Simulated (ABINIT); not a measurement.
# CsH (Fm-3m): G0W0 in ABINIT against the wavefunction cutoff in GW, part 2 of 2

How does the gap of CsH (Fm-3m) converge in the wavefunction cutoff in GW?

ABINIT 10.8.3; LDA and many-body steps on it, plane waves. Known limits of the many-body steps: not at the basis limit; no spin-orbit coupling.

So far. Step 2 (Screening, 4×4×4 mesh, 31 bands, screening to 106.1 eV): Local fields lower ε∞ by 14 %. Step 5 (15.5 Ha): The gap on the mesh goes from 1.96 eV to 3.96 eV, a correction of +2.00 eV.

The database entry behind the starting cell differs from later determinations by our own check (0.1 to 0.3 % short, probably kX units), so it need not match the best structure at ambient conditions.

**6. Screening, 4×4×4 mesh, 31 bands, screening to 106.1 eV**

This step: RPA screening on LDA, plane waves, norm-conserving pseudopotentials.

Input file run.abi:

```
acell 3*1.0 Angstrom
rprim 
  -0.000000000000 3.188000000000 3.188000000000
  3.188000000000 -0.000000000000 3.188000000000
  3.188000000000 3.188000000000 -0.000000000000
ntypat 2
znucl 55 1
natom 2
typat 1 2
xred 
  0.000000000000 0.000000000000 0.000000000000
  0.500000000000 0.500000000000 0.500000000000
pp_dirpath "pseudos"
pseudos "Cs.upf, H.upf"
ecut 31
ngkpt 4 4 4
nshiftk 1
shiftk 0 0 0
kptopt 1
chksymbreak 0
istwfk *1
occopt 1
irdwfk 1
optdriver 3
nband 31
ecuteps 3.9
inclvkb 2
awtr 1
symchi 1
ecutwfn 23.2
indata_prefix "in"
outdata_prefix "out"
tmpdata_prefix "tmp"
```

Command:

```sh
OMP_NUM_THREADS=1 mpirun -n 4 abinit run.abi > log
```

Output:

```text
.Version 10.8.3 of ABINIT. v10.8.2 released Aug 2026.

 Symmetries : space group Fm -3 m (#225); Bravais cF (face-center cubic)
[... echo of the input left out ...]
== DATASET  1 ==================================================================
-   mpi_nproc: 4, omp_nthreads: 1 (-1 if OMP is not activated)

--- !DatasetInfo
iteration_state: {dtset: 1, }
dimensions: {natom: 2, nkpt: 8, mband: 31, nsppol: 1, nspinor: 1, nspden: 1, mpw: 2346, }
cutoff_energies: {ecut:  23.2, pawecutdg:  -1.0, }
[...]
--------------------------------------------------------------------------------
[... chi0 elements left out ...]
 For q-point:  0.000010 0.000020 0.000030
  dielectric constant =   3.2355
  dielectric constant without local fields =   3.7526

  Average fulfillment of the sum rule on Im[epsilon] for q-point    1 :     55.12  [%]
[... wings left out ...]
  q-point number  2        q = ( 0.250000, 0.000000, 0.000000) [r.l.u.]
--------------------------------------------------------------------------------
[... chi0 elements left out ...]
  Average fulfillment of the sum rule on Im[epsilon] for q-point    2 :     86.77  [%]

 [... 6 further q-points ...]
```

Wall time 3.5 s (4 MPI ranks of Arm Neoverse V2, shared host); peak memory 0.42 GiB; 14 s of CPU time.

Numbers from this step:

```
ε∞ with local fields, on this mesh, along the program's q direction : 3.236
the same without local fields                                       : 3.753
plasma frequency                                                    : 14.59 eV
plane waves in the screening matrix                                 : 169
```

**7. 23.2 Ha**

This step: G0W0 on LDA, plane waves, norm-conserving pseudopotentials.

Edit run.abi of step 6 so:

```diff
@@ -23,8 +23,17 @@
 irdwfk 1
-optdriver 3
+optdriver 4
 nband 31
+gwcalctyp 0
+ecutsigx 23.2
+symsigma 1
+nkptgw 2
+kptgw 
+  0.5000000000 0.0000000000 0.0000000000
+  0.0000000000 0.0000000000 0.0000000000
+bdgw 
+  3 8
+  2 8
 ecuteps 3.9
-inclvkb 2
-awtr 1
-symchi 1
+irdscr 1
+ppmodel 1
 ecutwfn 23.2
```

Output:

```text
.Version 10.8.3 of ABINIT. v10.8.2 released Aug 2026.

 Symmetries : space group Fm -3 m (#225); Bravais cF (face-center cubic)
[... echo of the input left out ...]
== DATASET  1 ==================================================================
-   mpi_nproc: 4, omp_nthreads: 1 (-1 if OMP is not activated)

--- !DatasetInfo
iteration_state: {dtset: 1, }
dimensions: {natom: 2, nkpt: 8, mband: 31, nsppol: 1, nspinor: 1, nspden: 1, mpw: 2346, }
cutoff_energies: {ecut:  23.2, pawecutdg:  -1.0, }
[...]
Band     E0 <VxcDFT>   SigX SigC(E0)      Z dSigC/dE  Sig(E)    E-E0       E
[...]
7   6.764  -8.085  -3.323  -2.999   0.821  -0.218  -6.638   1.447   8.211
        8   6.764  -8.085  -3.323  -2.999   0.821  -0.218  -6.638   1.447   8.211

== END DATASET(S) ==============================================================
================================================================================

 -outvars: echo values of variables after computation  --------
           etotal      0.0000000000E+00
            nband          31
             nkpt           8
          spgroup         225
 [... the other variables as echoed above ...]

 Calculation completed.
```

It took 3.4 s on 4 MPI ranks; peak memory 0.46 GiB; 13 s of CPU time.

Numbers from this step:

| Quantity | Value |
| --- | --- |
| G0W0 gap on the points computed | 3.955 eV |
| starting gap on the mesh | 1.956 eV |
| k of the valence top | 0.5, 0, 0 |
| k of the conduction bottom | 0.5, 0, 0 |
| least direct G0W0 gap on the computed points | 3.955 eV |

Against the run before, the gap moves by −0.001 eV.

**8. Screening, 4×4×4 mesh, 31 bands, screening to 106.1 eV**

This step: RPA screening on LDA, plane waves, norm-conserving pseudopotentials.

Edit run.abi of step 7 so:

```diff
@@ -23,18 +23,8 @@
 irdwfk 1
-optdriver 4
+optdriver 3
 nband 31
-gwcalctyp 0
-ecutsigx 23.2
-symsigma 1
-nkptgw 2
-kptgw 
-  0.5000000000 0.0000000000 0.0000000000
-  0.0000000000 0.0000000000 0.0000000000
-bdgw 
-  3 8
-  2 8
 ecuteps 3.9
-irdscr 1
-ppmodel 1
-ecutwfn 23.2
+inclvkb 2
+awtr 1
+symchi 1
 indata_prefix "in"
```

Output:

```text
.Version 10.8.3 of ABINIT. v10.8.2 released Aug 2026.

 Symmetries : space group Fm -3 m (#225); Bravais cF (face-center cubic)
[... echo of the input left out ...]
== DATASET  1 ==================================================================
-   mpi_nproc: 4, omp_nthreads: 1 (-1 if OMP is not activated)

--- !DatasetInfo
iteration_state: {dtset: 1, }
dimensions: {natom: 2, nkpt: 8, mband: 31, nsppol: 1, nspinor: 1, nspden: 1, mpw: 3647, }
cutoff_energies: {ecut:  31.0, pawecutdg:  -1.0, }
[...]
--------------------------------------------------------------------------------
[... chi0 elements left out ...]
 For q-point:  0.000010 0.000020 0.000030
  dielectric constant =   3.2356
  dielectric constant without local fields =   3.7527

  Average fulfillment of the sum rule on Im[epsilon] for q-point    1 :     55.12  [%]
[... wings left out ...]
  q-point number  2        q = ( 0.250000, 0.000000, 0.000000) [r.l.u.]
--------------------------------------------------------------------------------
[... chi0 elements left out ...]
  Average fulfillment of the sum rule on Im[epsilon] for q-point    2 :     86.77  [%]

 [... 6 further q-points ...]
```

The job ended after 4.8 s (4 MPI ranks; peak memory 0.56 GiB).

Numbers from this step:

```yaml
eps_infinity_with_local_fields_on_this_mesh_along_the_program_s_q_direction: 3.236
the_same_without_local_fields: 3.753
plasma_frequency: 14.59 eV
plane_waves_in_the_screening_matrix: 169
```

**9. 31 Ha**

This step: G0W0 on LDA, plane waves, norm-conserving pseudopotentials.

Edit run.abi of step 8 so:

```diff
@@ -23,8 +23,17 @@
 irdwfk 1
-optdriver 3
+optdriver 4
 nband 31
+gwcalctyp 0
+ecutsigx 31
+symsigma 1
+nkptgw 2
+kptgw 
+  0.5000000000 0.0000000000 0.0000000000
+  0.0000000000 0.0000000000 0.0000000000
+bdgw 
+  3 8
+  2 8
 ecuteps 3.9
-inclvkb 2
-awtr 1
-symchi 1
+irdscr 1
+ppmodel 1
 indata_prefix "in"
```

Output:

```text
.Version 10.8.3 of ABINIT. v10.8.2 released Aug 2026.

 Symmetries : space group Fm -3 m (#225); Bravais cF (face-center cubic)
[... echo of the input left out ...]
== DATASET  1 ==================================================================
-   mpi_nproc: 4, omp_nthreads: 1 (-1 if OMP is not activated)

--- !DatasetInfo
iteration_state: {dtset: 1, }
dimensions: {natom: 2, nkpt: 8, mband: 31, nsppol: 1, nspinor: 1, nspden: 1, mpw: 3647, }
cutoff_energies: {ecut:  31.0, pawecutdg:  -1.0, }
[...]
Band     E0 <VxcDFT>   SigX SigC(E0)      Z dSigC/dE  Sig(E)    E-E0       E
[...]
7   6.764  -8.085  -3.323  -2.999   0.821  -0.218  -6.638   1.447   8.211
        8   6.764  -8.085  -3.323  -2.999   0.821  -0.218  -6.638   1.447   8.211

== END DATASET(S) ==============================================================
================================================================================

 -outvars: echo values of variables after computation  --------
           etotal      0.0000000000E+00
            nband          31
             nkpt           8
          spgroup         225
 [... the other variables as echoed above ...]

 Calculation completed.
```

The job ended after 3.9 s (4 MPI ranks; peak memory 0.54 GiB; 15 s of CPU time).

Numbers from this step:

```
G0W0 gap on the points computed              : 3.955 eV
starting gap on the mesh                     : 1.956 eV
k of the valence top                         : 0.5, 0, 0
k of the conduction bottom                   : 0.5, 0, 0
least direct G0W0 gap on the computed points : 3.955 eV
```

Against the run before, the gap moves by +0.000 eV.

**10. Side by side**

Times are wall times on 4 MPI ranks of Arm Neoverse V2, shared host, good to a factor of about two. A run's time includes the screening step that it read.

| run | mesh | bands | screening cutoff (eV) | DFT gap (eV) | gap on the mesh (eV) | direct (eV) | ε∞ used | time |
| --- | --- | --- | --- | --- | --- | --- | --- | --- |
| 9.3 Ha | 4×4×4 | 31 | 106.1 | 1.956 | 3.959 | 3.959 | 3.24 | 5.7 s |
| 15.5 Ha | 4×4×4 | 31 | 106.1 | 1.956 | 3.956 | 3.956 | 3.24 | 6.7 s |
| 23.2 Ha | 4×4×4 | 31 | 106.1 | 1.956 | 3.955 | 3.955 | 3.24 | 6.9 s |
| 31 Ha | 4×4×4 | 31 | 106.1 | 1.956 | 3.955 | 3.955 | 3.24 | 8.6 s |

**11. What came out**

* 9.3 Ha: 3.959 eV
* 15.5 Ha: 3.956 eV
* 23.2 Ha: 3.955 eV
* 31 Ha: 3.955 eV
* known limits: not at the basis limit; no spin-orbit coupling

What this shows: The setting moved: wavefunction cutoff in GW. From 9.3 Ha to 31 Ha the gap moves by −0.004 eV. It holds to 0.03 eV from 9.3 Ha on. Bands and screening cutoff are coupled, so a series along one setting does not show full convergence. The exchange cutoff follows the wavefunction cutoff here. Bands and cutoff are finite, so the gap is not at the basis limit. The miss can reach some tenths of an eV and take either sign; the mesh is an error of its own. In the first G0W0 run levels were corrected at 2 k points alone, so a gap called «on the mesh» is the least over those, and an edge elsewhere would be missed. The many-body steps are scalar-relativistic: spin-orbit coupling is not in them.

[Paths, hosts, dates, memory and timing lines, banners, echoed tables and standing remarks are left out of the program output.]

[Logs are printed without paths, hosts, clocks, repeated set-up lines and the standing remarks that a program may print on its own settings, such as how far it seeks lower states.]

[Runs of the session that timed out or met a known fault of the program may be left out.]

[No measured gap is set beside runs whose start may be inverted or whose files or cutoffs have a known fault.]

[Hosts, paths, dates, database ids (printed as entryN), source tags and the programs' standing remarks are cut or masked in the printed files.]

[G0W0 gaps are taken among the corrected bands and points alone; a level outside them can change the order at an edge.]

[Where Ansatz stands beside ABINIT at settings called matched, ABINIT's density can come from a denser mesh and the files from another edition; pairs whose starting gaps differed by over 0.03 eV were left out, so agreement reads better than it is.]
